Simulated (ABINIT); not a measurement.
## Quasiparticle gap of GaN (P6_3mc) in ABINIT

Aim: the G0W0 gap of GaN (P6_3mc) on PBE, step by step.

Program: ABINIT 10.8.3. Level of theory: PBE and many-body steps on it, plane waves. Results are calculated unless marked as measured.

The database entry behind the starting cell differs from later determinations by our own check (about 0.3 % short, ideal inner coordinate), so it need not match the best structure at ambient conditions.

## 1. The structure

The structure is hexagonal, space group P6_3mc (No. 186). Conventional cell: a = 3.180 Å, b = 3.180 Å, c = 5.166 Å, α = 90.00°, β = 90.00°, γ = 120.00°. Nearest to Ga lie 4 N at 1.94 to 1.95 Å. N has 4 Ga at 1.94 to 1.95 Å nearest. Farther neighbours and most contacts between anions are not listed.

Structure file:

```cif
data_structure
_symmetry_space_group_name_H-M 'P6_3mc'
_symmetry_Int_Tables_number 186
_cell_length_a 3.1800
_cell_length_b 3.1800
_cell_length_c 5.1660
_cell_angle_alpha 90.000
_cell_angle_beta 90.000
_cell_angle_gamma 120.000
_cell_volume 45.24
loop_
_atom_site_label
_atom_site_type_symbol
_atom_site_symmetry_multiplicity
_atom_site_Wyckoff_symbol
_atom_site_fract_x
_atom_site_fract_y
_atom_site_fract_z
_atom_site_occupancy
Ga1 Ga 2 b 0.33333 0.66667 0.00000 1
N1 N 2 b 0.33333 0.66667 0.37500 1
```

The cell and positions come from the Crystallography Open Database and are kept as given unless a step says otherwise.

## 2. Ground state

This step: ABINIT 10.8.3; DFT, PBE, plane waves, norm-conserving pseudopotentials.

The ground-state density comes first.

The input, run.abi:

```
acell 3*1.0 Angstrom
rprim 
  3.179999999980 0.000000000005 0.000000000000
  -1.589999999994 2.753960784015 0.000000000000
  0.000000000000 0.000000000000 5.166000000000
ntypat 2
znucl 31 7
natom 4
typat 1 1 2 2
xred 
  0.333333333333 0.666666666667 0.000000000000
  0.666666666667 0.333333333333 0.500000000000
  0.333333333333 0.666666666667 0.375000000000
  0.666666666667 0.333333333333 0.875000000000
pp_dirpath "pseudos"
pseudos "Ga.upf, N.upf"
ecut 45
ngkpt 6 6 4
nshiftk 1
shiftk 0 0 0
kptopt 1
chksymbreak 0
nband 32
occopt 1
tolvrs 1e-10
nstep 60
prtwf 0
optforces 0
optstress 0
indata_prefix "in"
outdata_prefix "out"
tmpdata_prefix "tmp"
```

On the command line:

```sh
> OMP_NUM_THREADS=1 mpirun -n 8 abinit run.abi > log
```

Numbers of over 12 decimals in the logs are rounded to 6 here.

Output:

```text
.Version 10.8.3 of ABINIT. v10.8.2 released Aug 2026.

 Symmetries : space group P6_3 m c (#186); Bravais hP (primitive hexag.)
================================================================================
 Values of the parameters that define the memory need of the present run
     intxc =       0    ionmov =       0      iscf =       7    lmnmax =       6
     lnmax =       6     mgfft =      60  mpssoang =       3    mqgrid =    3001
     natom =       4  nloc_mem =       1    nspden =       1   nspinor =       1
    nsppol =       1      nsym =      12    n1xccc =    2501    ntypat =       2
    occopt =       1   xclevel =       2
-    mband =          32        mffmem =           1         mkmem =           3
       mpw =        4428          nfft =       96000          nkpt =          21
================================================================================
  Rough estimation (10% accuracy) of disk space for files :
================================================================================

--------------------------------------------------------------------------------
------------- Echo of variables that govern the present computation ------------
--------------------------------------------------------------------------------
 -outvars: echo values of preprocessed input variables --------
            acell      1.8897261259E+00  1.8897261259E+00  1.8897261259E+00 Bohr

      chksymbreak           0
             ecut      4.50000000E+01 Hartree
-          fftalg         312

              ixc     -101130
              kpt      0.00000000E+00  0.00000000E+00  0.00000000E+00
                       1.66666667E-01  0.00000000E+00  0.00000000E+00
                       3.33333333E-01  0.00000000E+00  0.00000000E+00
                       5.00000000E-01  0.00000000E+00  0.00000000E+00
                       1.66666667E-01  1.66666667E-01  0.00000000E+00
                       3.33333333E-01  1.66666667E-01  0.00000000E+00
                       3.33333333E-01  3.33333333E-01  0.00000000E+00
                       0.00000000E+00  0.00000000E+00  2.50000000E-01
                       1.66666667E-01  0.00000000E+00  2.50000000E-01
   [... 10 further rows ...]
                       3.33333333E-01  1.66666667E-01  5.00000000E-01
                       3.33333333E-01  3.33333333E-01  5.00000000E-01
         kptrlatt        6    0    0      0    6    0      0    0    4
          kptrlen      3.60559745E+01
P           mkmem           3
            natom           4
            nband          32
            ngfft          40      40      60
             nkpt          21
            nstep          60
             nsym          12
           ntypat           2
              occ      2.000000  2.000000  2.000000  2.000000  2.000000  2.000000
                       2.000000  2.000000  2.000000  2.000000  2.000000  2.000000
                       2.000000  2.000000  2.000000  2.000000  2.000000  2.000000
                       2.000000  2.000000  2.000000  2.000000  2.000000  2.000000
                       2.000000  2.000000  0.000000  0.000000  0.000000  0.000000
                       0.000000  0.000000
        optforces           0
        optstress           0
            prtwf           0
            rprim      3.1800000000E+00  5.0000000000E-12  0.0000000000E+00
[...]
spgroup         186

           tolvrs      1.00000000E-10

             xred      3.3333333333E-01  6.6666666667E-01  1.1102230246E-16
[...]
znucl       31.00000    7.00000

================================================================================

 chkinp: Checking input parameters for consistency.

================================================================================
== DATASET  1 ==================================================================
-   mpi_nproc: 8, omp_nthreads: 1 (-1 if OMP is not activated)

--- !DatasetInfo
iteration_state: {dtset: 1, }
dimensions: {natom: 4, nkpt: 21, mband: 32, nsppol: 1, nspinor: 1, nspden: 1, mpw: 4428, }
cutoff_energies: {ecut:  45.0, pawecutdg:  -1.0, }
electrons: {nelect:   5.20000000E+01, charge:   0.00000000E+00, occopt:   1.00000000E+00, tsmear:   1.00000000E-02, }

 Real(R)+Recip(G) space primitive vectors, cartesian coordinates (Bohr,Bohr^-1):
 R(1)=  6.0093291  0.0000000  0.0000000  G(1)=  0.1664079  0.0960757  0.0000000
 R(2)= -3.0046645  5.2042316  0.0000000  G(2)=  0.0000000  0.1921513  0.0000000
 R(3)=  0.0000000  0.0000000  9.7623252  G(3)=  0.0000000  0.0000000  0.1024346
 Unit cell volume ucvol=  3.0530638E+02 bohr^3
 Angles (23,13,12)=  9.00000000E+01  9.00000000E+01  1.20000000E+02 degrees

 getcut: wavevector=  0.0000  0.0000  0.0000  ngfft=  40  40  60
         ecut(hartree)=     45.000   => boxcut(ratio)=   2.03529

--- Pseudopotential description ------------------------------------------------
- Ga Generated using ONCVPSP code by D. R. Hamann
- 31.00000  21.00000  171031                  znucl, zion, pspdat
12 -101130 2 -1 1902                          pspcod,pspxc,lmax,lloc,mmax
     nproj     2     2     2
  pspatm : epsatm=   21.85474337
         --- l  ekb(1:nproj) -->
[...]
pspatm: atomic psp has been read  and splines computed

- N Generated using ONCVPSP code by D. R. Hamann
-  7.00000   5.00000  171031                  znucl, zion, pspdat
12 -101130 1 -1 1058                          pspcod,pspxc,lmax,lloc,mmax
     nproj     2     2     0
  pspatm : epsatm=    5.20977870
         --- l  ekb(1:nproj) -->
[...]
pspatm: atomic psp has been read  and splines computed

   2.81471030E+03                                ecore*ucvol(ha*bohr**3)
--------------------------------------------------------------------------------

_setup2: Arith. and geom. avg. npw (full set) are    4401.646    4401.635

================================================================================

--- !BeginCycle
iteration_state: {dtset: 1, }
solver: {iscf: 7, nstep: 60, nline: 4, wfoptalg: 0, }
tolerances: {tolvrs: 1.00E-10, }

     iter   Etot(hartree)      deltaE(h)  residm     vres2
 ETOT  1  -514.92082250196    -5.149E+02 7.161E-01 2.271E+03
 ETOT  2  -516.81090997342    -1.890E+00 8.366E-02 3.234E+03
 ETOT  3  -517.42688839870    -6.160E-01 6.563E-02 5.643E+01
 ETOT  4  -517.43207228462    -5.184E-03 6.894E-02 3.072E+01
 ETOT  5  -517.43527471752    -3.202E-03 8.294E-03 6.044E+00
 ETOT  6  -517.43636040844    -1.086E-03 2.939E-03 2.488E-01
 ETOT  7  -517.43640550944    -4.510E-05 9.695E-04 4.025E-02
 ETOT  8  -517.43641252824    -7.019E-06 2.041E-04 4.116E-03
 ETOT  9  -517.43641328477    -7.565E-07 3.526E-04 4.026E-05
 ETOT 10  -517.43641329432    -9.548E-09 8.301E-04 1.434E-07
 ETOT 11  -517.43641329437    -5.139E-11 1.060E-03 3.490E-09
 ETOT 12  -517.43641329437    -2.501E-12 1.318E-03 6.205E-11

 At SCF step   12       vres2   =  6.21E-11 < tolvrs=  1.00E-10 =>converged.

--- !ResultsGS
iteration_state: {dtset: 1, }
comment   : Summary of ground state results
lattice_vectors:
- [  6.0093291,   0.0000000,   0.0000000, ]
- [ -3.0046645,   5.2042316,   0.0000000, ]
- [  0.0000000,   0.0000000,   9.7623252, ]
lattice_lengths: [   6.00933,    6.00933,    9.76233, ]
lattice_angles: [ 90.000,  90.000, 120.000, ] # degrees, (23, 13, 12)
lattice_volume:   3.0530638E+02
convergence: {deltae: -2.501E-12, res2:  6.205E-11, residm:  1.318E-03, diffor:  0.000E+00, }
etotal    :  -5.17436413E+02
entropy   :   0.00000000E+00
fermie    :   2.58513345E-01
cartesian_stress_tensor: null
pressure_GPa: null
xred      :
- [  3.3333E-01,   6.6667E-01,   1.1102E-16, Ga]
- [  6.6667E-01,   3.3333E-01,   5.0000E-01, Ga]
- [  3.3333E-01,   6.6667E-01,   3.7500E-01,  N]
- [  6.6667E-01,   3.3333E-01,   8.7500E-01,  N]
cartesian_forces: null
force_length_stats: {min: null, max: null, mean: null, }

 Integrated electronic density in atomic spheres:
 ------------------------------------------------
 Atom  Sphere_radius  Integrated_density
[...]
4        2.00000          5.27233740
================================================================================

 ----iterations are completed or convergence reached----

 Mean square residual over all n,k,spin=   20.858E-07; max=  13.185E-04
 reduced coordinates (array xred) for    4 atoms
       0.333333333333      0.666666666667      0.000000000000
       0.666666666667      0.333333333333      0.500000000000
       0.333333333333      0.666666666667      0.375000000000
       0.666666666667      0.333333333333      0.875000000000
 rms dE/dt=  0.0000E+00; max dE/dt=  0.0000E+00; dE/dt below (all hartree)
    1       0.000000000000      0.000000000000      0.000000000000
    2       0.000000000000      0.000000000000      0.000000000000
    3       0.000000000000      0.000000000000      0.000000000000
    4       0.000000000000      0.000000000000      0.000000000000

 cartesian coordinates (angstrom) at end:
    1     -2.67e-12     1.835974     0.000000
    2      1.590000     0.917987     2.583000
    3     -2.67e-12     1.835974     1.937250
    4      1.590000     0.917987     4.520250
 length scales=  1.889726125908  1.889726125908  1.889726125908 bohr
              =  1.000000000000  1.000000000000  1.000000000000 angstroms
 prteigrs : about to open file out_EIG
 Fermi (or HOMO) energy (hartree) =   0.25851   Average Vxc (hartree)=  -0.43328
 Eigenvalues (hartree) for nkpt=  21  k points:
 kpt#   1, nband= 32, wtk=  0.00694, kpt=  0.0000  0.0000  0.0000 (reduced coord)
  -4.97080   -4.97080   -3.15811   -3.15802   -3.15802   -3.15797   -3.15797   -3.15792
  -0.33112   -0.29782   -0.24001   -0.23911   -0.23911   -0.23703   -0.23703   -0.23002
  -0.23002   -0.22652   -0.22652   -0.17866   -0.00361    0.21957    0.21957    0.25628
   0.25851    0.25851    0.33182    0.41761    0.59872    0.62503    0.62503    0.65916
 prteigrs : prtvol=0 or 1, do not print more k-points.

--- !EnergyTerms
iteration_state     : {dtset: 1, }
comment             : Components of total free energy in Hartree
kinetic             :  2.55484593629320E+02
hartree             :  2.00277848684924E+02
xc                  : -5.79576865800500E+01
Ewald energy        : -2.71479429302164E+02
psp_core            :  9.21929742789184E+00
local_psp           : -5.32238395717762E+02
non_local_psp       : -1.20742641436530E+02
total_energy        : -5.17436413294370E+02
total_energy_eV     : -1.40801620998882E+04
band_energy         : -6.17472971760386E+01

== END DATASET(S) ==============================================================
================================================================================

 -outvars: echo values of variables after computation  --------
           etotal     -5.1743641329E+02
            nband          32
             nkpt          21
          spgroup         186
 [... the other variables as echoed above ...]

 Calculation completed.
```

The job ended after 21 s (8 MPI ranks of Arm Neoverse V1, shared host; peak memory 0.71 GiB; 2.8 min of CPU time).

This step gave:

- total energy: -14080.1621 eV
- gap: 1.995 eV
- k of the valence top: 0, 0, 0
- k of the conduction bottom: 0, 0, 0
- least direct gap: 1.995 eV

The gap is direct, at Γ.

[end of part 1 of 3]

[Paths, hosts, dates, memory and timing lines, banners, echoed tables and standing remarks are left out of the program output.]

[Logs are printed without paths, hosts, clocks, repeated set-up lines and the standing remarks that a program may print on its own settings, such as how far it seeks lower states.]

[Runs of the session that timed out or met a known fault of the program may be left out.]

[Hosts, paths, dates, database ids (printed as entryN), source tags and the programs' standing remarks are cut or masked in the printed files.]

[G0W0 gaps are taken among the corrected bands and points alone; a level outside them can change the order at an edge.]

[Where Ansatz stands beside ABINIT at settings called matched, ABINIT's density can come from a denser mesh and the files from another edition; pairs whose starting gaps differed by over 0.03 eV were left out, so agreement reads better than it is.]
